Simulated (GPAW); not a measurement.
## Work function of Nb2N(OH)2 MXene monolayer at several levels

How far do functional and basis move the work function of Nb2N(OH)2 MXene monolayer?

Method: GPAW, PAW setups; layer in a repeated cell with vacuum, relaxation of atoms and in-plane cell, in the first sound run; inputs show where later runs differ, in GPAW 26.7.0.

## (1) Set-up

The cell holds 7 atoms: 2 H, 2 O, 2 Nb and 1 N. Cell: a = 3.079 Å, b = 3.079 Å, c = 24.758 Å, α = 90.0°, β = 90.0°, γ = 120.0°. Vacuum lies along c.

## (2) Relaxing the atoms

The atoms are relaxed first, since the surface dipole, and with it the work function, follows the positions of the outer layers.

Input file run.py:

```python
import json
import numpy as np
from ase import Atoms
from ase.filters import FrechetCellFilter
from ase.optimize import BFGS
from gpaw import GPAW, PW

slab = Atoms(
    ['H', 'O', 'Nb', 'N', 'Nb', 'O', 'H'],
    positions=[
        [-0.00000, 1.77771, 9.00000],
        [-0.00000, 1.77771, 9.98000],
        [1.53954, 0.88885, 11.16417],
        [0.00000, 0.00000, 12.37909],
        [-0.00000, 1.77771, 13.59401],
        [1.53954, 0.88885, 14.77818],
        [1.53954, 0.88885, 15.75818]],
    cell=[[3.07908, 0.0, 0.0], [-1.53954, 2.66656, 0.0], [0.0, 0.0, 24.7582]],
    pbc=[True, True, True])

slab.calc = GPAW(mode=PW(600), xc='PBE', kpts={'size': (12, 12, 1), 'gamma': True},
                 occupations={'name': 'fermi-dirac', 'width': 0.05}, nbands='160%',
                 convergence={'density': 1e-05}, maxiter=200,
                 symmetry={'tolerance': 1e-3}, txt='slab.txt')
result = {}
# The in-plane cell is free; stress needs a cell that repeats along all three vectors
path = []
opt = BFGS(FrechetCellFilter(slab, mask=[1, 1, 0, 0, 0, 1]), maxstep=0.2)
opt.attach(lambda: path.append((slab.get_potential_energy(), slab.positions.tolist(), slab.get_forces().tolist())))
result['relaxed'] = bool(opt.run(fmax=0.02, steps=45))
result['path'] = path
result['cell'] = slab.cell.tolist()
print('in-plane lattice', slab.cell.cellpar().round(4)[[0, 1, 5]])
energy = slab.get_potential_energy()
fermi = slab.calc.get_fermi_level()
v = slab.calc.get_electrostatic_potential().mean((0, 1)) - fermi
n = slab.calc.get_pseudo_density().mean((0, 1))
L = slab.cell[2, 2]
z = np.arange(len(v)) * L / len(v)
low, high = slab.positions[:, 2].min(), slab.positions[:, 2].max()
below, above = np.interp([low - 6.8, high + 6.8], z, v)
slopes = [np.interp(x, z, np.gradient(v, z)) for x in (low - 6.8, high + 6.8)]
eps = np.array([[slab.calc.get_eigenvalues(k, s) for k in range(len(slab.calc.get_ibz_k_points()))]
                for s in range(slab.calc.get_number_of_spins())]) - fermi
top, bottom = eps[eps < 0].max(), eps[eps > 0].min()
dipole = slab.get_dipole_moment()[2]
print(f'energy {energy:.4f} eV, Fermi level {fermi:.4f} eV, dipole {dipole:.5f} e A')
print(f'potential 6.8 A off the faces, from the Fermi level: lower {below:.4f} eV, upper {above:.4f} eV')
print(f'slope of the potential there: lower {slopes[0]:.5f}, upper {slopes[1]:.5f} eV/A')
print(f'nearest levels on the mesh: {top:.4f} and {bottom:.4f} eV')
print('magnetic moment', round(slab.get_magnetic_moment(), 3))
result.update(energy=energy, fermi=fermi, dipole=dipole, below=below, above=above, slopes=slopes, edges=[top, bottom],
              z=z.tolist(), v=v.tolist(), n=n.tolist(), positions=slab.positions.tolist(),
              forces=slab.get_forces(apply_constraint=False).tolist(), moments=slab.get_magnetic_moments().tolist())
json.dump(result, open('result.json', 'w'))
```

Run with:

```console
$ OMP_NUM_THREADS=1 OPENBLAS_NUM_THREADS=1 python run.py
```

The log of the run:

```text
Step          Energy          fmax
BFGS:    0      -52.975696        2.657201
BFGS:    1      -53.217708        1.375910
BFGS:    2      -53.470069        1.265954
BFGS:    3      -52.416707        6.165320
BFGS:    4      -53.574865        0.667569
BFGS:    5      -53.593917        0.613513
BFGS:    6      -53.670649        0.438582
BFGS:    7      -53.736791        0.542106
BFGS:    8      -53.768973        0.365648
BFGS:    9      -53.788764        0.299298
BFGS:   10      -53.812520        0.324285
BFGS:   11      -53.845743        0.396326
BFGS:   12      -53.874305        0.416390
BFGS:   13      -53.885326        0.165497
BFGS:   14      -53.884761        0.020321
BFGS:   15      -53.884538        0.001755
in-plane lattice [  3.2094   3.2094 120.    ]
energy -53.8739 eV, Fermi level 1.4785 eV, dipole -0.00031 e A
potential 6.8 A off the faces, from the Fermi level: lower 2.5272 eV, upper 2.5284 eV
slope of the potential there: lower -0.00109, upper 0.00055 eV/A
nearest levels on the mesh: -0.0083 and 0.0141 eV
magnetic moment 0.0
```

Run time: 13 min. Hardware: 1 thread of Intel Xeon 6975P-C (Granite Rapids), shared host; peak memory 0.64 GiB.

Numbers from this step:

| Item | Value |
| --- | --- |
| dipole along the normal | -3.09e-4 e·Å |
| levels nearest the Fermi level on the mesh | -0.008285, 0.01415 eV from the Fermi level |

The electrostatic potential energy of an electron (without an applied field's), less the Fermi level, planar mean oscillates, so the rows of the table below give means over windows of 1.59 Å about each position, cut where the curve ends. Its maxima inside the range that stand out by 2 % of the span (Å: eV): 9.4: -0.563, 10.4: -6.75, 12.0: -12.6, 12.7: -12.6, 14.3: -6.75, 15.4: -0.558. Its minima: 9.0: -1.39, 10.0: -10.5, 11.3: -23.6, 12.4: -16.2, 13.4: -23.6, 14.8: -10.5, 15.7: -1.39.

The electrostatic potential energy of an electron (without an applied field's), less the Fermi level, planar mean by z; means over each step:

z (Å), electrostatic potential energy of an electron (without an applied field's), less the Fermi level, planar mean (eV) and a bar from the least value:
```
     0.80        2.5 ##############################
     2.39        2.5 ##############################
     3.98        2.5 ##############################
     5.57        2.5 ##############################
     7.16        2.1 #############################
     8.75        0.0 ##########################
    10.34       -9.7 ###########
    11.93      -17.0 
    13.52      -16.4 #
    15.11       -4.6 ###################
    16.70        1.2 ############################
    18.29        2.4 ##############################
    19.88        2.5 ##############################
    21.47        2.5 ##############################
    23.06        2.5 ##############################
    24.65        2.5 ##############################
```

The pseudo valence density, planar mean oscillates, so the rows of the table below give means over windows of 1.24 Å about each position, cut where the curve ends. Its maxima inside the range that stand out by 2 % of the span (Å: e/Å³): 10.1: 0.855, 11.3: 1.38, 12.4: 0.825, 13.4: 1.38, 14.7: 0.855. Its minima: 10.6: 0.486, 12.0: 0.782, 12.7: 0.782, 14.1: 0.486.

The pseudo valence density, planar mean by z; means over each step:

| z (Å) | pseudo valence density, planar mean (e/Å³) |
| --- | --- |
| 4.34 | 9.0e-5 |
| 5.58 | 5.1e-4 |
| 6.82 | 0.00225 |
| 8.06 | 0.0158 |
| 9.30 | 0.307 |
| 10.54 | 0.723 |
| 11.78 | 0.999 |
| 13.02 | 1.01 |
| 14.26 | 0.710 |
| 15.50 | 0.284 |
| 16.74 | 0.0142 |
| 17.98 | 0.00215 |
| 19.22 | 4.8e-4 |
| 20.46 | 8.5e-5 |

The relaxation lowered the energy of the cell by 0.912 eV (energies extrapolated to zero smearing; the optimiser's log prints free energies). The largest force left on a free atom is 0.0018 eV/Å.

## (3) The slab's potential

With the geometry fixed, the planar mean of the potential gives the vacuum level on each side.

This step: GPAW, PAW setups; slab in vacuum (GPAW 26.7.0).

The cell differs from the one that the last finished run ended in (c 24.758 → 24.708 Å).

Input file run.py:

```python
import json
import numpy as np
from ase import Atoms
from gpaw import GPAW, PW

slab = Atoms(
    ['H', 'O', 'Nb', 'N', 'Nb', 'O', 'H'],
    positions=[
        [0.00000, 1.85296, 9.00000],
        [-0.00000, 1.85296, 9.98019],
        [1.60470, 0.92647, 11.30214],
        [-0.00000, 0.00000, 12.35422],
        [0.00000, 1.85296, 13.40629],
        [1.60470, 0.92647, 14.72824],
        [1.60470, 0.92647, 15.70843]],
    cell=[[3.20941, 0.0, 0.0], [-1.6047, 2.77943, 0.0], [0.0, 0.0, 24.7084]],
    pbc=[True, True, False])

slab.calc = GPAW(mode=PW(500), xc='PBE', kpts={'size': (12, 12, 1), 'gamma': True},
                 occupations={'name': 'fermi-dirac', 'width': 0.05}, nbands='160%',
                 convergence={'density': 1e-05}, maxiter=200,
                 poissonsolver={'dipolelayer': 'xy'},
                 symmetry={'tolerance': 1e-3}, txt='slab.txt')
result = {}
energy = slab.get_potential_energy()
fermi = slab.calc.get_fermi_level()
v = slab.calc.get_electrostatic_potential().mean((0, 1)) - fermi
n = slab.calc.get_pseudo_density().mean((0, 1))
L = slab.cell[2, 2]
z = np.arange(len(v)) * L / len(v)
low, high = slab.positions[:, 2].min(), slab.positions[:, 2].max()
below, above = np.interp([low - 6.8, high + 6.8], z, v)
slopes = [np.interp(x, z, np.gradient(v, z)) for x in (low - 6.8, high + 6.8)]
eps = np.array([[slab.calc.get_eigenvalues(k, s) for k in range(len(slab.calc.get_ibz_k_points()))]
                for s in range(slab.calc.get_number_of_spins())]) - fermi
top, bottom = eps[eps < 0].max(), eps[eps > 0].min()
dipole = slab.get_dipole_moment()[2]
print(f'energy {energy:.4f} eV, Fermi level {fermi:.4f} eV, dipole {dipole:.5f} e A')
print(f'potential 6.8 A off the faces, from the Fermi level: lower {below:.4f} eV, upper {above:.4f} eV')
print(f'slope of the potential there: lower {slopes[0]:.5f}, upper {slopes[1]:.5f} eV/A')
print(f'nearest levels on the mesh: {top:.4f} and {bottom:.4f} eV')
print('magnetic moment', round(slab.get_magnetic_moment(), 3))
result.update(energy=energy, fermi=fermi, dipole=dipole, below=below, above=above, slopes=slopes, edges=[top, bottom],
              z=z.tolist(), v=v.tolist(), n=n.tolist(), positions=slab.positions.tolist(),
              forces=slab.get_forces(apply_constraint=False).tolist(), moments=slab.get_magnetic_moments().tolist())
json.dump(result, open('result.json', 'w'))
```

The log of the run:

```text
energy -52.7432 eV, Fermi level 1.4779 eV, dipole 0.00054 e A
potential 6.8 A off the faces, from the Fermi level: lower 2.5499 eV, upper 2.5394 eV
slope of the potential there: lower -0.00032, upper 0.00032 eV/A
nearest levels on the mesh: -0.0101 and 0.0135 eV
magnetic moment 0.0
```

Elapsed: 51 s, on 1 thread; peak memory 0.3 GiB.

Numbers from this step:

- dipole along the normal: 5.45e-4 e·Å
- levels nearest the Fermi level on the mesh: -0.01014, 0.01348 eV from the Fermi level
- upper work function: 2.539 eV
- lower work function: 2.550 eV

The electrostatic potential energy of an electron (without an applied field's), less the Fermi level, planar mean oscillates, so the rows of the table below give means over windows of 1.54 Å about each position, cut where the curve ends. Its maxima inside the range that stand out by 2 % of the span (Å: eV): 9.3: -0.547, 10.4: -6.77, 12.0: -12.7, 12.7: -12.7, 14.3: -6.77, 15.4: -0.557. Its minima: 9.0: -1.37, 10.0: -10.5, 11.3: -23.6, 12.4: -16.3, 13.4: -23.6, 14.7: -10.5, 15.7: -1.38.

The electrostatic potential energy of an electron (without an applied field's), less the Fermi level, planar mean by z; means over each step:

| z (Å) | electrostatic potential energy of an electron (without an applied field's), less the Fermi level, planar mean (eV) |
| --- | --- |
| 0.77 | 2.55 |
| 2.31 | 2.55 |
| 3.85 | 2.55 |
| 5.39 | 2.51 |
| 6.93 | 2.22 |
| 8.47 | 0.365 |
| 10.01 | -6.56 |
| 11.55 | -17.7 |
| 13.09 | -17.8 |
| 14.63 | -7.14 |
| 16.17 | 0.249 |
| 17.71 | 2.18 |
| 19.25 | 2.49 |
| 20.79 | 2.53 |
| 22.33 | 2.54 |
| 23.87 | 2.54 |

The pseudo valence density, planar mean oscillates, so the rows of the table below give means over windows of 1.35 Å about each position, cut where the curve ends. Its maxima inside the range that stand out by 2 % of the span (Å: e/Å³): 10.0: 0.858, 11.4: 1.35, 12.4: 0.822, 13.3: 1.35, 14.7: 0.858. Its minima: 10.6: 0.488, 12.0: 0.780, 12.7: 0.780, 14.1: 0.488.

Pseudo valence density, planar mean against z; means over each step:

| z (Å) | pseudo valence density, planar mean (e/Å³) |
| --- | --- |
| 3.38 | 2.3e-5 |
| 4.73 | 1.7e-4 |
| 6.08 | 0.00100 |
| 7.43 | 0.00492 |
| 8.78 | 0.109 |
| 10.13 | 0.623 |
| 11.48 | 1.01 |
| 12.83 | 0.961 |
| 14.18 | 0.752 |
| 15.53 | 0.266 |
| 16.88 | 0.0104 |
| 18.23 | 0.00162 |
| 19.58 | 3.0e-4 |
| 20.93 | 4.3e-5 |

Force by atom:

| atom | x (eV/Å) | y (eV/Å) | z (eV/Å) | size |
| --- | --- | --- | --- | --- |
| H1 | 0.000 | 0.000 | -0.097 | 0.097 |
| O2 | 0.000 | 0.000 | 0.161 | 0.161 |
| Nb3 | 0.000 | 0.000 | -0.014 | 0.014 |
| N4 | 0.000 | 0.000 | 0.000 | 0.000 |
| Nb5 | 0.000 | 0.000 | 0.014 | 0.014 |
| O6 | 0.000 | 0.000 | -0.161 | 0.161 |
| H7 | 0.000 | 0.000 | 0.097 | 0.097 |

The potential is flat to 3.2e-4 eV/Å where it is read, so the vacuum is wide enough.

## (4) Self-consistent run: xc = "revPBE"

The same geometry under revPBE, to see how far the functional moves the levels against the vacuum.

run.py: that of step 3 with these lines changed.

```diff
@@ -18,3 +18,3 @@
 
-slab.calc = GPAW(mode=PW(500), xc='PBE', kpts={'size': (12, 12, 1), 'gamma': True},
+slab.calc = GPAW(mode=PW(500), xc='revPBE', kpts={'size': (12, 12, 1), 'gamma': True},
                  occupations={'name': 'fermi-dirac', 'width': 0.05}, nbands='160%',
```

The log of the run:

```text
energy -50.5943 eV, Fermi level 1.6151 eV, dipole 0.00055 e A
potential 6.8 A off the faces, from the Fermi level: lower 2.4175 eV, upper 2.4071 eV
slope of the potential there: lower -0.00053, upper 0.00053 eV/A
nearest levels on the mesh: -0.0008 and 0.0243 eV
magnetic moment 0.0
```

Wall time 51 s (1 thread); peak memory 0.3 GiB.

Numbers from this step:

| Item | Value |
| --- | --- |
| levels nearest the Fermi level on the mesh | -8.01e-4, 0.02428 eV from the Fermi level |
| upper work function | 2.407 eV |
| lower work function | 2.418 eV |

The electrostatic potential energy of an electron (without an applied field's), less the Fermi level, planar mean oscillates, so the rows of the table below give means over windows of 1.54 Å about each position, cut where the curve ends. Its maxima inside the range that stand out by 2 % of the span (Å: eV): 9.3: -0.706, 10.4: -6.88, 12.0: -12.7, 12.7: -12.7, 14.3: -6.88, 15.4: -0.716. Its minima: 9.0: -1.54, 10.0: -10.6, 11.3: -23.7, 12.4: -16.3, 13.4: -23.7, 14.7: -10.6, 15.7: -1.55.

The electrostatic potential energy of an electron (without an applied field's), less the Fermi level, planar mean by z; means over each step:

| z (Å) | electrostatic potential energy of an electron (without an applied field's), less the Fermi level, planar mean (eV) |
| --- | --- |
| 0.77 | 2.42 |
| 2.31 | 2.42 |
| 3.85 | 2.41 |
| 5.39 | 2.37 |
| 6.93 | 2.05 |
| 8.47 | 0.180 |
| 10.01 | -6.69 |
| 11.55 | -17.7 |
| 13.09 | -17.8 |
| 14.63 | -7.26 |
| 16.17 | 0.0649 |
| 17.71 | 2.01 |
| 19.25 | 2.35 |
| 20.79 | 2.40 |
| 22.33 | 2.41 |
| 23.87 | 2.41 |

The pseudo valence density, planar mean oscillates, so the rows of the table below give means over windows of 1.35 Å about each position, cut where the curve ends. Its maxima inside the range that stand out by 2 % of the span (Å: e/Å³): 10.0: 0.858, 11.4: 1.36, 12.4: 0.821, 13.3: 1.36, 14.7: 0.858. Its minima: 10.6: 0.488, 12.0: 0.780, 12.7: 0.780, 14.1: 0.488.

Pseudo valence density, planar mean against z; means over each step:

z (Å), pseudo valence density, planar mean (e/Å³) and a bar:
```
     3.38       0.00 
     4.73       0.00 
     6.08       0.00 
     7.43       0.00 
     8.78       0.11 ###
    10.13       0.62 ###################
    11.48       1.01 ##############################
    12.83       0.96 #############################
    14.18       0.75 ######################
    15.53       0.27 ########
    16.88       0.01 
    18.23       0.00 
    19.58       0.00 
    20.93       0.00
```

Force by atom:

| atom | x (eV/Å) | y (eV/Å) | z (eV/Å) | size |
| --- | --- | --- | --- | --- |
| H1 | 0.0000 | 0.0000 | -0.0638 | 0.0638 |
| O2 | 0.0000 | 0.0000 | -0.0554 | 0.0554 |
| Nb3 | 0.0000 | 0.0000 | 0.0303 | 0.0303 |
| N4 | 0.0000 | 0.0000 | 0.0000 | 0.0000 |
| Nb5 | 0.0000 | 0.0000 | -0.0303 | 0.0303 |
| O6 | 0.0000 | 0.0000 | 0.0554 | 0.0554 |
| H7 | 0.0000 | 0.0000 | 0.0638 | 0.0638 |

The upper face's work function is 2.407 eV, against 2.539 eV in the first plane-wave PBE run at this geometry.

## (5) Self-consistent run: xc = "RPBE"

The same geometry under RPBE, to see how far the functional moves the levels against the vacuum.

run.py: that of step 4 with these lines changed.

```diff
@@ -18,3 +18,3 @@
 
-slab.calc = GPAW(mode=PW(500), xc='revPBE', kpts={'size': (12, 12, 1), 'gamma': True},
+slab.calc = GPAW(mode=PW(500), xc='RPBE', kpts={'size': (12, 12, 1), 'gamma': True},
                  occupations={'name': 'fermi-dirac', 'width': 0.05}, nbands='160%',
```

The log of the run:

```text
energy -50.2232 eV, Fermi level 1.6220 eV, dipole 0.00055 e A
potential 6.8 A off the faces, from the Fermi level: lower 2.4168 eV, upper 2.4064 eV
slope of the potential there: lower -0.00050, upper 0.00050 eV/A
nearest levels on the mesh: -0.0017 and 0.0238 eV
magnetic moment 0.0
```

The job ended after 51 s (1 thread; peak memory 0.3 GiB).

This step gave:

| Property | Result |
| --- | --- |
| levels nearest the Fermi level on the mesh | -0.001677, 0.02378 eV from the Fermi level |
| upper work function | 2.406 eV |
| lower work function | 2.417 eV |

The upper face's work function is 2.406 eV, against 2.539 eV in the first plane-wave PBE run at this geometry.

## (6) Self-consistent run: xc = "LDA"

The same geometry under LDA, to see how far the functional moves the levels against the vacuum.

run.py: that of step 5 with these lines changed.

```diff
@@ -18,3 +18,3 @@
 
-slab.calc = GPAW(mode=PW(500), xc='RPBE', kpts={'size': (12, 12, 1), 'gamma': True},
+slab.calc = GPAW(mode=PW(500), xc='LDA', kpts={'size': (12, 12, 1), 'gamma': True},
                  occupations={'name': 'fermi-dirac', 'width': 0.05}, nbands='160%',
```

The log of the run:

```text
energy -58.1376 eV, Fermi level 1.2123 eV, dipole 0.00055 e A
potential 6.8 A off the faces, from the Fermi level: lower 2.7708 eV, upper 2.7603 eV
slope of the potential there: lower -0.00018, upper 0.00018 eV/A
nearest levels on the mesh: -0.0055 and 0.0739 eV
magnetic moment 0.0
```

Elapsed: 51 s, on 1 thread; peak memory 0.3 GiB.

This step gave:

```yaml
levels_nearest_the_fermi_level_on_the_mesh: -0.005464, 0.07394 eV from the Fermi level
upper_work_function: 2.760 eV
lower_work_function: 2.771 eV
```

The electrostatic potential energy of an electron (without an applied field's), less the Fermi level, planar mean oscillates, so the rows of the table below give means over windows of 1.54 Å about each position, cut where the curve ends. Its maxima inside the range that stand out by 2 % of the span (Å: eV): 9.3: -0.224, 10.4: -6.41, 12.0: -12.4, 12.7: -12.4, 14.3: -6.41, 15.4: -0.234. Its minima: 9.0: -1.07, 10.0: -10.2, 11.3: -23.3, 12.4: -16.0, 13.4: -23.3, 14.7: -10.2, 15.7: -1.08.

Electrostatic potential energy of an electron (without an applied field's), less the Fermi level, planar mean against z; means over each step:

| z (Å) | electrostatic potential energy of an electron (without an applied field's), less the Fermi level, planar mean (eV) |
| --- | --- |
| 0.77 | 2.77 |
| 2.31 | 2.77 |
| 3.85 | 2.77 |
| 5.39 | 2.74 |
| 6.93 | 2.49 |
| 8.47 | 0.676 |
| 10.01 | -6.21 |
| 11.55 | -17.3 |
| 13.09 | -17.5 |
| 14.63 | -6.79 |
| 16.17 | 0.561 |
| 17.71 | 2.46 |
| 19.25 | 2.73 |
| 20.79 | 2.76 |
| 22.33 | 2.76 |
| 23.87 | 2.76 |

The upper face's work function is 2.760 eV, against 2.539 eV in the first plane-wave PBE run at this geometry.

## (7) OptPBE vdW: xc = "optPBE-vdW"

The same geometry under optPBE-vdW, to see how far the functional moves the levels against the vacuum (the van der Waals functionals take revPBE setups).

run.py: that of step 6 with these lines changed.

```diff
@@ -18,3 +18,3 @@
 
-slab.calc = GPAW(mode=PW(500), xc='LDA', kpts={'size': (12, 12, 1), 'gamma': True},
+slab.calc = GPAW(mode=PW(500), xc='optPBE-vdW', kpts={'size': (12, 12, 1), 'gamma': True},
                  occupations={'name': 'fermi-dirac', 'width': 0.05}, nbands='160%',
```

The log of the run:

```text
energy -86.1786 eV, Fermi level 1.2733 eV, dipole 0.00054 e A
potential 6.8 A off the faces, from the Fermi level: lower 2.8097 eV, upper 2.7993 eV
slope of the potential there: lower -0.00039, upper 0.00039 eV/A
nearest levels on the mesh: -0.0026 and 0.0156 eV
magnetic moment 0.0
```

Run time: 67 s. Hardware: 1 thread; peak memory 0.51 GiB.

This step gave:

```
levels nearest the Fermi level on the mesh : -0.002633, 0.01557 eV from the Fermi level
upper work function                        : 2.799 eV
lower work function                        : 2.810 eV
```

The upper face's work function is 2.799 eV, against 2.539 eV in the first plane-wave PBE run at this geometry.

[end of part 1 of 2]

[Logs are printed without paths, hosts, clocks, repeated set-up lines and the standing remarks that a program may print on its own settings, such as how far it seeks lower states.]

[Hosts, paths, dates, database ids (printed as entryN), source tags and the programs' standing remarks are cut or masked in the printed files.]
